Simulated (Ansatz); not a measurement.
# Y2B, from a guessed structure to a relaxed one

This structure for Y2B is made up. Its elements were placed in a known structure type with a cell scaled to their sizes. What cell does the guess relax to, and how far off was it?

Program: Ansatz 0.2.0. Level of theory: DFT, PBE, plane-wave PAW, files of the set soft_1, scalar-relativistic, no spin, cell and ions relaxed at zero pressure; PAW set soft_1. Results are calculated unless marked as measured.

## (1) The starting structure

It takes space group R-3m (No. 166, trigonal). The conventional cell has a = 3.608 Å, b = 3.608 Å, c = 17.382 Å, α = 90.00°, β = 90.00°, γ = 120.00°. Nearest to Y lie 3 B at 2.47 Å. B has 6 Y at 2.47 Å nearest. Farther neighbours are not listed.

As a file:

```cif
data_structure
_symmetry_space_group_name_H-M 'R-3m:H'
_symmetry_Int_Tables_number 166
_cell_length_a 3.6080
_cell_length_b 3.6080
_cell_length_c 17.3820
_cell_angle_alpha 90.000
_cell_angle_beta 90.000
_cell_angle_gamma 120.000
_cell_volume 195.96
loop_
_atom_site_label
_atom_site_type_symbol
_atom_site_symmetry_multiplicity
_atom_site_Wyckoff_symbol
_atom_site_fract_x
_atom_site_fract_y
_atom_site_fract_z
_atom_site_occupancy
Y1 Y 6 c 0.00000 0.00000 0.74300 1
B1 B 3 a 0.00000 0.00000 0.00000 1
```

## (2) Relaxing cell and atoms

The guessed cell has no reason to be at equilibrium. It is relaxed with the atoms, within the space group of the guess.

File input.yaml:

```yaml
crystal:
  lattice:
    - [1.804, 1.041539886, 5.794]
    - [-1.804, 1.041539886, 5.794]
    - [0.0, -2.083079771, 5.794]
  atoms:
    - { symbol: "Y", position: [0.743, 0.743, 0.743] }
    - { symbol: "Y", position: [0.257, 0.257, 0.257] }
    - { symbol: B, position: [0.0, 0.0, 0.0] }
kpoints:
  mp_grid: { grid: [9, 9, 9] }
scf:
  occupations: { method: fermi_dirac, width: 0.05 }
hamiltonian:
  xc: pbe
  pseudopotentials: { kind: paw, azcp: { folder: soft_1 } }
relax:
  f_tol: 0.015
  max_steps: 70
  cell: {}
output:
  forces: true
  stress: true
```

On the command line:

```sh
> ansatz run input.yaml --threads 4 --pin off --max-ram 8192MiB --backend cpu --events-out ev --progress --plain --runs-dir out
```

Numbers of over 12 decimals in the logs are rounded to 6 here.

The log of the run:

```text
basis.fft_grid_basis auto: the FFT boxes are laid along the combinations [[1, 0, -1], [0, 1, -1], [0, 0, 1]] of the cell's own vectors, 3.608, 3.608 and 6.157 Å long. The dense box has 25×25×45 points. Along the cell's own vectors, as sized, it would have 45×45×45, 3.24 times as many. Of the 12 symmetry operations that the crystal satisfies within crystal.symmetry.tolerance (time reversal apart; of a slab, those that [...]
Engine: ansatz 0.2.0, aarch64-unknown-linux-gnu
Pseudopotentials: kind: paw
Pseudopotential: Y, paw, valence charge 11, recommended cutoff 420 eV (normal), soft_1/Y.paw.azcp
Pseudopotential: B, paw, valence charge 3, recommended cutoff 420 eV (normal), soft_1/B.paw.azcp
Functional definition: PBE
  parameter kappa = 0.804
  parameter beta = 0.066725
  exchange = pbe_x(kappa = kappa, mu = beta*pi^2/3)
  correlation = pbe_c(beta = beta)
Crystal: 3 atoms, lattice volume = 65.319 Å³
Basis set: ecut = 420 eV, 1249 PW (Γ), FFT grids on a1−a3, a2−a3, a3, exchange–correlation on 50×50×90 points (8 copies of the dense FFT grid, shifted against one another)
Bands: 17, of which v1, the nominal top of the filled ones, is band 13 counted from 1 (12 counted from 0)
Symmetry: 12 space group operations
Space group: R-3m (ITA 166), of the structure as read, at distance tolerance 4.0e-5 Å
k-points: 85 of 729
Non-local potential: Y, projectors of the file, l = 0: 3, l = 1: 2, l = 2: 2, l = 3: 1
Non-local potential: B, projectors of the file, l = 0: 2, l = 1: 2, l = 2: 1
PAW form: soft (Blöchl's): semilocal exchange-correlation on the pseudo side does not see the compensation charge
PAW one-centre angular grid: Y, 590 points (default); XC on 64 Gauss nodes
PAW one-centre angular grid: B, 110 points (default); XC on 64 Gauss nodes
Initial density: superposition of atomic densities (chi_scale 0.1, normalization cell, long waves kept (reshape's long-wave potential 0.02 eV rms))
Initial wavefunctions: pseudopotential atomic-orbital guess
Functional: x = pbe(κ = 0.804, μ = 0.219515), c = pbe(β = 0.066725)
SCF iter   1: F=—  HF=-7856.135849 eV  |F-HF|=—  |Δ(HF+E_count)|=         —  Δρ=8.32e-2  dr2=1.70e1  ethr=3.10e-3  ⟨swp⟩=5.8  Hψ=6473  notcnv=0
preconditioner: auto → Kerker (q_TF=auto, 2.325 Å⁻¹)  [metal: Δε(μ)=0.003 eV  Ē_g=5.479 eV  σ=0.050 eV  W_gap=0.02  n_scr=16 (ndim 8)  ℏωp=13.8 eV  f_vac=0.000  D(μ)=3.37/eV (n_scr^D=28)]
SCF iter   2: F=—  HF=-7853.428900 eV  |F-HF|=—  |Δ(HF+E_count)|=    2.71e0  Δρ=3.33e-2  dr2=3.61e0  ethr=3.10e-3  ⟨swp⟩=3.0  Hψ=3102  notcnv=0
SCF iter   3: F=—  HF=-7852.858783 eV  |F-HF|=—  |Δ(HF+E_count)|=   5.70e-1  Δρ=9.45e-3  dr2=8.85e-2  ethr=3.10e-3  ⟨swp⟩=2.9  Hψ=2590  notcnv=0
SCF iter   4: F=—  HF=-7852.844590 eV  |F-HF|=—  |Δ(HF+E_count)|=   1.42e-2  Δρ=3.74e-3  dr2=4.05e-2  ethr=3.54e-4  ⟨swp⟩=2.0  Hψ=2369  notcnv=0
SCF iter   5: F=—  HF=-7852.843287 eV  |F-HF|=—  |Δ(HF+E_count)|=   1.30e-3  Δρ=2.80e-3  dr2=2.36e-2  ethr=1.62e-4  ⟨swp⟩=2.0  Hψ=2123  notcnv=0
SCF iter   6: F=—  HF=-7852.841281 eV  |F-HF|=—  |Δ(HF+E_count)|=   2.01e-3  Δρ=1.11e-3  dr2=3.82e-3  ethr=9.43e-5  ⟨swp⟩=1.0  Hψ=1477  notcnv=0
SCF iter   7: F=—  HF=-7852.840875 eV  |F-HF|=—  |Δ(HF+E_count)|=   4.07e-4  Δρ=2.13e-4  dr2=1.42e-4  ethr=1.53e-5  ⟨swp⟩=1.0  Hψ=1445  notcnv=0
SCF iter   8: F=—  HF=-7852.840862 eV  |F-HF|=—  |Δ(HF+E_count)|=   1.24e-5  Δρ=6.00e-5  dr2=8.16e-6  ethr=5.68e-7  ⟨swp⟩=1.9  Hψ=1630  notcnv=0
SCF iter   9: F=—  HF=-7852.840856 eV  |F-HF|=—  |Δ(HF+E_count)|=   6.07e-6  Δρ=1.60e-5  dr2=4.96e-7  ethr=3.26e-8  ⟨swp⟩=1.0  Hψ=1448  notcnv=0
SCF iter  10: F=-7852.840856 eV  HF=-7852.840856 eV  |F-HF|=2.56e-9  |Δ(HF+E_count)|=   5.79e-8  Δρ=1.97e-6  dr2=4.09e-9  ethr=4.00e-10  ⟨swp⟩=4.0  Hψ=4408  notcnv=0
SCF 1 converged in 10 iterations: F = -7852.840856 eV  dr2 = 4.09e-9
  greatest PAW one-centre occupation: 0.993 electrons in one spin orbital (limit 2), on the Y atom at site 1 (counted from 0), in its partial waves of l = 0
relax step   1: F+E_penalty+E_count = -7852.84085634 eV  Δ(F+E_penalty+E_count) = +0.000e0 eV  max|allowed force component| = 1.069e0 eV/Å  Δτ_max = 0.0000 Å  P = +12.158 GPa  Ω = 65.319 Å³  (10 SCF iters, dr2 threshold 1.00e-7 eV, accepted)
Crystal: 3 atoms, lattice volume = 74.382 Å³
Basis set: ecut = 420 eV, 1467 PW (Γ), FFT grids on a1−a3, a2−a3, a3, exchange–correlation on 50×50×90 points (8 copies of the dense FFT grid, shifted against one another)
Initial density: handed on by an earlier stage of this run
Initial wavefunctions: those handed on with the density
SCF iter   1: F=—  HF=-7854.178789 eV  |F-HF|=—  |Δ(HF+E_count)|=         —  Δρ=4.46e-2  dr2=7.15e0  ethr=3.10e-3  ⟨swp⟩=7.5  Hψ=8182  notcnv=0
preconditioner: auto → Kerker (q_TF=auto, 2.275 Å⁻¹)  [metal: Δε(μ)=0.011 eV  Ē_g=3.604 eV  σ=0.050 eV  W_gap=0.05  n_scr=16 (ndim 8)  ℏωp=12.9 eV  f_vac=0.000  D(μ)=3.21/eV (n_scr^D=28)]
SCF iter   2: F=—  HF=-7853.277103 eV  |F-HF|=—  |Δ(HF+E_count)|=   9.02e-1  Δρ=1.41e-2  dr2=8.38e-1  ethr=3.10e-3  ⟨swp⟩=2.2  Hψ=2888  notcnv=0
SCF iter   3: F=—  HF=-7853.173292 eV  |F-HF|=—  |Δ(HF+E_count)|=   1.04e-1  Δρ=5.62e-3  dr2=4.32e-2  ethr=3.10e-3  ⟨swp⟩=1.7  Hψ=1650  notcnv=0
SCF iter   4: F=—  HF=-7853.166907 eV  |F-HF|=—  |Δ(HF+E_count)|=   6.39e-3  Δρ=4.41e-3  dr2=5.60e-2  ethr=1.73e-4  ⟨swp⟩=2.1  Hψ=2789  notcnv=0
SCF iter   5: F=—  HF=-7853.160967 eV  |F-HF|=—  |Δ(HF+E_count)|=   5.94e-3  Δρ=6.82e-4  dr2=1.20e-3  ethr=1.73e-4  ⟨swp⟩=2.0  Hψ=1804  notcnv=0
SCF iter   6: F=—  HF=-7853.160902 eV  |F-HF|=—  |Δ(HF+E_count)|=   6.44e-5  Δρ=2.93e-4  dr2=2.80e-4  ethr=4.80e-6  ⟨swp⟩=2.0  Hψ=1634  notcnv=0
SCF iter   7: F=—  HF=-7853.160865 eV  |F-HF|=—  |Δ(HF+E_count)|=   3.76e-5  Δρ=1.19e-4  dr2=4.13e-5  ethr=1.12e-6  ⟨swp⟩=1.0  Hψ=1445  notcnv=0
SCF iter   8: F=—  HF=-7853.160861 eV  |F-HF|=—  |Δ(HF+E_count)|=   3.58e-6  Δρ=5.90e-5  dr2=8.40e-6  ethr=1.65e-7  ⟨swp⟩=1.0  Hψ=1445  notcnv=0
SCF iter   9: F=—  HF=-7853.160861 eV  |F-HF|=—  |Δ(HF+E_count)|=   7.40e-7  Δρ=2.30e-5  dr2=1.20e-6  ethr=3.36e-8  ⟨swp⟩=1.0  Hψ=1445  notcnv=0
SCF iter  10: F=-7853.160860 eV  HF=-7853.160860 eV  |F-HF|=1.27e-9  |Δ(HF+E_count)|=   1.30e-7  Δρ=1.39e-6  dr2=2.08e-9  ethr=1.20e-9  ⟨swp⟩=4.0  Hψ=4389  notcnv=0
SCF 2 converged in 10 iterations: F = -7853.160860 eV  dr2 = 2.08e-9
relax step   2: F+E_penalty+E_count = -7853.16086038 eV  Δ(F+E_penalty+E_count) = -3.200e-1 eV  max|allowed force component| = 4.961e-1 eV/Å  Δτ_max = 0.1063 Å  P = -1.056 GPa  Ω = 74.382 Å³  energy of the carried Pulay correction = -1.313e-3 eV  (10 SCF iters, dr2 threshold 3.00e-7 eV, accepted)
Crystal: 3 atoms, lattice volume = 79.997 Å³
Basis set: ecut = 420 eV, 1545 PW (Γ), FFT grids on a1−a3, a2−a3, a3, exchange–correlation on 50×50×90 points (8 copies of the dense FFT grid, shifted against one another)
SCF iter   1: F=—  HF=-7853.622575 eV  |F-HF|=—  |Δ(HF+E_count)|=         —  Δρ=2.57e-2  dr2=2.37e0  ethr=3.10e-3  ⟨swp⟩=7.9  Hψ=9009  notcnv=0
preconditioner: auto → Kerker (q_TF=auto, 2.248 Å⁻¹)  [metal: Δε(μ)=0.035 eV  Ē_g=4.175 eV  σ=0.050 eV  W_gap=0.17  n_scr=16 (ndim 8)  ℏωp=12.5 eV  f_vac=0.000  D(μ)=3.23/eV (n_scr^D=28)]
SCF iter   2: F=—  HF=-7853.309862 eV  |F-HF|=—  |Δ(HF+E_count)|=   3.13e-1  Δρ=1.16e-2  dr2=5.85e-1  ethr=3.10e-3  ⟨swp⟩=1.9  Hψ=2463  notcnv=0
SCF iter   3: F=—  HF=-7853.217169 eV  |F-HF|=—  |Δ(HF+E_count)|=   9.27e-2  Δρ=2.64e-3  dr2=1.77e-2  ethr=2.34e-3  ⟨swp⟩=2.0  Hψ=1767  notcnv=0
SCF iter   4: F=—  HF=-7853.213312 eV  |F-HF|=—  |Δ(HF+E_count)|=   3.86e-3  Δρ=8.90e-4  dr2=2.83e-3  ethr=7.10e-5  ⟨swp⟩=1.9  Hψ=2047  notcnv=0
SCF iter   5: F=—  HF=-7853.213455 eV  |F-HF|=—  |Δ(HF+E_count)|=   1.42e-4  Δρ=8.88e-4  dr2=3.32e-3  ethr=1.13e-5  ⟨swp⟩=2.0  Hψ=1796  notcnv=0
SCF iter   6: F=—  HF=-7853.213131 eV  |F-HF|=—  |Δ(HF+E_count)|=   3.24e-4  Δρ=1.73e-4  dr2=5.55e-5  ethr=1.13e-5  ⟨swp⟩=1.0  Hψ=1454  notcnv=0
SCF iter   7: F=—  HF=-7853.213105 eV  |F-HF|=—  |Δ(HF+E_count)|=   2.63e-5  Δρ=5.65e-5  dr2=3.76e-6  ethr=2.22e-7  ⟨swp⟩=1.5  Hψ=1525  notcnv=0
SCF iter   8: F=—  HF=-7853.213105 eV  |F-HF|=—  |Δ(HF+E_count)|=   9.98e-8  Δρ=3.31e-5  dr2=3.10e-6  ethr=1.50e-8  ⟨swp⟩=2.0  Hψ=1742  notcnv=0
SCF iter   9: F=-7853.213104 eV  HF=-7853.213104 eV  |F-HF|=1.10e-7  |Δ(HF+E_count)|=   2.78e-7  Δρ=7.72e-6  dr2=1.40e-7  ethr=1.20e-9  ⟨swp⟩=3.0  Hψ=4839  notcnv=0
SCF 3 converged in 9 iterations: F = -7853.213104 eV  dr2 = 1.40e-7
relax step   3: F+E_penalty+E_count = -7853.21310433 eV  Δ(F+E_penalty+E_count) = -5.224e-2 eV  max|allowed force component| = 4.559e-2 eV/Å  Δτ_max = 0.1836 Å  P = -0.628 GPa  Ω = 79.997 Å³  energy of the carried Pulay correction = -2.045e-3 eV  (9 SCF iters, dr2 threshold 3.00e-7 eV, accepted)
[...]
relax step   4: F+E_penalty+E_count = -7853.22154630 eV  Δ(F+E_penalty+E_count) = -8.442e-3 eV  max|allowed force component| = 1.524e-3 eV/Å  Δτ_max = 0.0390 Å  P = -0.331 GPa  Ω = 77.954 Å³  energy of the carried Pulay correction = -1.785e-3 eV  (6 SCF iters, dr2 threshold 3.00e-7 eV, accepted)
[...]
relax step   5: F+E_penalty+E_count = -7853.22321528 eV  Δ(F+E_penalty+E_count) = -1.669e-3 eV  max|allowed force component| = 1.780e-2 eV/Å  Δτ_max = 0.0150 Å  P = +0.025 GPa  Ω = 76.924 Å³  energy of the carried Pulay correction = -1.651e-3 eV  (6 SCF iters, dr2 threshold 3.00e-7 eV, accepted)
[...]
relax step   6: F+E_penalty+E_count = -7853.22346127 eV  Δ(F+E_penalty+E_count) = -2.460e-4 eV  max|allowed force component| = 1.229e-3 eV/Å  Δτ_max = 0.0102 Å  P = -0.014 GPa  Ω = 76.588 Å³  energy of the carried Pulay correction = -1.607e-3 eV  (7 SCF iters, dr2 threshold 1.98e-8 eV, accepted)
[...]
relax step   7: F+E_penalty+E_count = -7853.22348011 eV  Δ(F+E_penalty+E_count) = -1.885e-5 eV  max|allowed force component| = 1.068e-4 eV/Å  Δτ_max = 0.0004 Å  P = -0.000 GPa  Ω = 76.561 Å³  energy of the carried Pulay correction = -1.604e-3 eV  (6 SCF iters, dr2 threshold 7.08e-9 eV, accepted)
[...]
relax step   8: F+E_penalty+E_count = -7853.22653092 eV  Δ(F+E_penalty+E_count) = -3.051e-3 eV  max|allowed force component| = 4.238e-4 eV/Å  Δτ_max = 0.0000 Å  P = +0.043 GPa  Ω = 76.561 Å³  stress off target by 5.99e-2 GPa  SCF on the basis re-selected at this cell (its energy is not comparable with the rows above)  (6 SCF iters)
[...]
relax step   9: F+E_penalty+E_count = -7853.22653432 eV  Δ(F+E_penalty+E_count) = -3.394e-6 eV  max|allowed force component| = 2.110e-4 eV/Å  Δτ_max = 0.0023 Å  P = +0.002 GPa  Ω = 76.692 Å³  energy of the carried Pulay correction = -1.676e-5 eV  (6 SCF iters, dr2 threshold 8.98e-9 eV, accepted)
iter 1 solved again at ethr=3.03e-7 eV; its pass at ethr=3.10e-3 eV (dr2=7.58e-5 eV) is discarded
SCF iter   1: F=—  HF=-7853.226556 eV  |F-HF|=—  |Δ(HF+E_count)|=         —  Δρ=5.01e-6  dr2=1.37e-9  ethr=3.03e-7  ⟨swp⟩=3.4  Hψ=10512  notcnv=0
eigensolver tolerance schedule: the retry pair's looser diagonalisation over-reported the residual by 55165.47 of it (diagonalisation noise at an unbounded share of the residual, at the tolerance the schedule requests for it); recorded, not acted on — ethr = c·dr2/N_el stays at c = 1.0e-1
preconditioner: auto → Kerker (q_TF=auto, 2.263 Å⁻¹)  [metal: Δε(μ)=0.004 eV  Ē_g=3.892 eV  σ=0.050 eV  W_gap=0.02  n_scr=16 (ndim 8)  ℏωp=12.7 eV  f_vac=0.000  D(μ)=7.27/eV (n_scr^D=104)]
SCF iter   2: F=—  HF=-7853.226552 eV  |F-HF|=—  |Δ(HF+E_count)|=   4.09e-6  Δρ=2.57e-6  dr2=7.19e-10  ethr=5.50e-12  ⟨swp⟩=2.8  Hψ=3069  notcnv=0
SCF iter   3: F=—  HF=-7853.226552 eV  |F-HF|=—  |Δ(HF+E_count)|=   2.66e-8  Δρ=6.12e-7  dr2=5.11e-10  ethr=2.88e-12  ⟨swp⟩=2.0  Hψ=1823  notcnv=0
SCF iter   4: F=—  HF=-7853.226552 eV  |F-HF|=—  |Δ(HF+E_count)|=  5.61e-10  Δρ=1.79e-7  dr2=4.68e-11  ethr=2.04e-12  ⟨swp⟩=1.0  Hψ=1445  notcnv=0
SCF iter   5: F=-7853.226552 eV  HF=-7853.226552 eV  |F-HF|=3.09e-11  |Δ(HF+E_count)|=  2.64e-11  Δρ=1.15e-7  dr2=7.64e-12  ethr=1.00e-12  ⟨swp⟩=5.0  Hψ=5440  notcnv=0
SCF 10 converged in 5 iterations: F = -7853.226552 eV  dr2 = 7.64e-12
relax step  10: F+E_penalty+E_count = -7853.22655216 eV  Δ(F+E_penalty+E_count) = -1.784e-5 eV  max|allowed force component| = 1.739e-4 eV/Å  Δτ_max = 0.0000 Å  P = +0.002 GPa  Ω = 76.692 Å³  stress off target by 2.53e-3 GPa  SCF on the basis re-selected at this cell (its energy is not comparable with the rows above)  (5 SCF iters)
basis re-selected at this cell: Δ(F+E_penalty+E_count) = -1.784e-5 eV, ΔP = +0.000 GPa vs the last step (what re-selecting the basis moved, of the pressure what is left beyond the Pulay correction that the steps carried, after the strain that the cell walked since its last selection, with what the two solves' SCF thresholds leave and, on support functions, any second-order correction that the steps lacked; it is no m [...]
SCF converged after 5 iterations
Free energy (F): -7853.226552 eV
Harris-Foulkes:  -7853.226552 eV  (|F-HF|=3.09e-11)
Internal energy: -7853.170474 eV  (E = F + TS)
E sigma→0 (E₀):  -7853.198513 eV
Entropy (-TS):   -0.056078 eV (-18.693 meV/atom)
Fermi energy:    8.385651 eV
--- Per-component energies (eV) ---
  E_band       = -242.191565
  E_kinetic    = 676.774812
  E_local      = -1359.615609  (includes V_loc(G=0)·N_el)
  E_nonlocal   = 62.157795
  E_hartree    = 452.424599
  E_xc         = -388.953654
  E_vxc        = -448.047619  (∫ρ·V_xc dr)
  E_paw        = -5709.160040  (= ΣΔE_a)
  E_vpaw       = -78.310194  (= ΣTr[D̂ρ^β])
  E_aug_tail   = 0.000050  (compensation charges beyond the density's cutoff)
  E_ewald      = -1586.798425
  E_smearing   = -0.056078  (= −TS)
  E_closure    = 0.000000  (closes the sum)
  Σ components = -7853.226552   (vs F -7853.226552, Δ=0.00e0)
--- Forces (eV/Å), atoms counted from 1 ---
  atom   1  Y     -0.00000000    -0.00000000    -0.00017395
  atom   2  Y      0.00000000     0.00000000     0.00017395
  atom   3  B     -0.00000000     0.00000000     0.00000000
  max |Σ_I F_I| component: 1.23e-31 eV/Å
--- Stress (GPa, compression-positive) ---
        0.002171      -0.000000      -0.000000
       -0.000000       0.002171       0.000000
       -0.000000       0.000000       0.002532
  P = ⅓ Tr σ = 0.0023 GPa (0.023 kbar)
--- Relaxed structure (8 steps of the walk, 8 accepted, 2 SCFs on fresh bases) ---
  F+E_penalty+E_count = -7853.22655216 eV   max|allowed force component| = 1.739e-4 eV/Å   (the final SCF, on the basis selected at the relaxed cell)
  cell:  # Å, volume = 76.6920 Å³
    - [1.874104, 1.082014, 6.303362]
    - [-1.874104, 1.082014, 6.303362]
    - [0, -2.164029, 6.303362]
  atoms:
    - { symbol: Y, position: [0.742133, 0.742133, 0.742133] }
    - { symbol: Y, position: [0.257867, 0.257867, 0.257867] }
    - { symbol: B, position: [0, 0, 0] }
```

The job ended after 11 s (4 threads of Arm Neoverse V2, shared host; peak memory 0.42 GiB; 39 s of CPU time).

Step by step:

| step | energy less that of the first step (eV) | largest force component (eV/Å) | pressure (GPa) | volume (Å³) |
| --- | --- | --- | --- | --- |
| 1 | 0.0000 | 1.0689 | 12.16 | 65.32 |
| 2 | -0.3200 | 0.4961 | -1.06 | 74.38 |
| 3 | -0.3722 | 0.0456 | -0.63 | 80.00 |
| 4 | -0.3807 | 0.0015 | -0.33 | 77.95 |
| 5 | -0.3824 | 0.0178 | 0.03 | 76.92 |
| 6 | -0.3826 | 0.0012 | -0.01 | 76.59 |
| 7 | -0.3826 | 0.0001 | 0.00 | 76.56 |
| 8* | -0.3857 | 0.0004 | 0.04 | 76.56 |
| 9 | -0.3857 | 0.0002 | 0.00 | 76.69 |
| 10* | -0.3857 | 0.0002 | 0.00 | 76.69 |

Relaxation steps marked * repeat the geometry before them on a plane-wave basis chosen anew for their cell, so energy and pressure can jump there.

Forces are held to the 12 operations that the run works with; a distortion that breaks them can't arise in this run.

| conventional cell, symmetrised | before | after | change |
| --- | --- | --- | --- |
| a (Å) | 3.608 | 3.748 | +3.9 % |
| b (Å) | 3.608 | 3.748 | +3.9 % |
| c (Å) | 17.382 | 18.910 | +8.8 % |
| volume (Å³/atom) | 21.77 | 25.56 | +17.4 % |

The atoms that moved most (Å, as changes of fractional coordinates times the final cell):

| atom | dx | dy | dz | length |
| --- | --- | --- | --- | --- |
| Y1 | 0.000 | 0.000 | -0.016 | 0.016 |
| Y2 | 0.000 | 0.000 | 0.016 | 0.016 |

Final coordinates:

```xyz
3
Lattice="1.8741 1.0820 6.3034 -1.8741 1.0820 6.3034 0.0000 -2.1640 6.3034" Properties=species:S:1:pos:R:3 pbc="T T T"
Y     0.0000    0.0000   14.0338
Y     0.0000    0.0000    4.8763
B     0.0000    0.0000    0.0000
```

Numbers from this step:

- free energy: -7853.2266 eV
- energy at zero smearing: -7853.1985 eV
- smearing term TS: 0.05608 eV
- Fermi energy: 8.386 eV
- electrons: 25
- symmetry operations: 12
- pressure: 0.002292 GPa

Shortest distances by pair of elements, guess and relaxed (not always the same contact):

| pair | guess (Å) | relaxed (Å) |
| --- | --- | --- |
| B–Y | 2.470 | 2.592 |
| Y–Y | 3.374 | 3.582 |
| B–B | 3.608 | 3.748 |

The relaxation ends with a largest force component of 1.7e-4 eV/Å and a pressure of 0.00 GPa.

## (3) Outcome

```json
{"space group, relaxed": "R-3m", "conventional cell": "a = 3.748, b = 3.748, c = 18.910 Å; α = 90.0°, β = 90.0°, γ = 120.0°", "volume per atom": "25.56 Å³ (guess 21.77)"}
```

What this shows: Y2B relaxes to R-3m with a = 3.748, b = 3.748 and c = 18.910 Å. The guessed volume was 15 % too small. The space group R-3m was held in the relaxation, so the end point is a stationary structure within it and may be a saddle against distortions or other arrangements. Mesh and cutoff weren't tested. A vector of the cell changed its length by 8 %, more than the volume shows. No dispersion term is used, so weakly bound directions may come out too long. Nothing here tests whether the compound is stable against decomposition.

[Logs are printed without paths, hosts, clocks, repeated set-up lines and the standing remarks that a program may print on its own settings, such as how far it seeks lower states.]

[Hosts, paths, dates, database ids (printed as entryN), source tags and the programs' standing remarks are cut or masked in the printed files.]
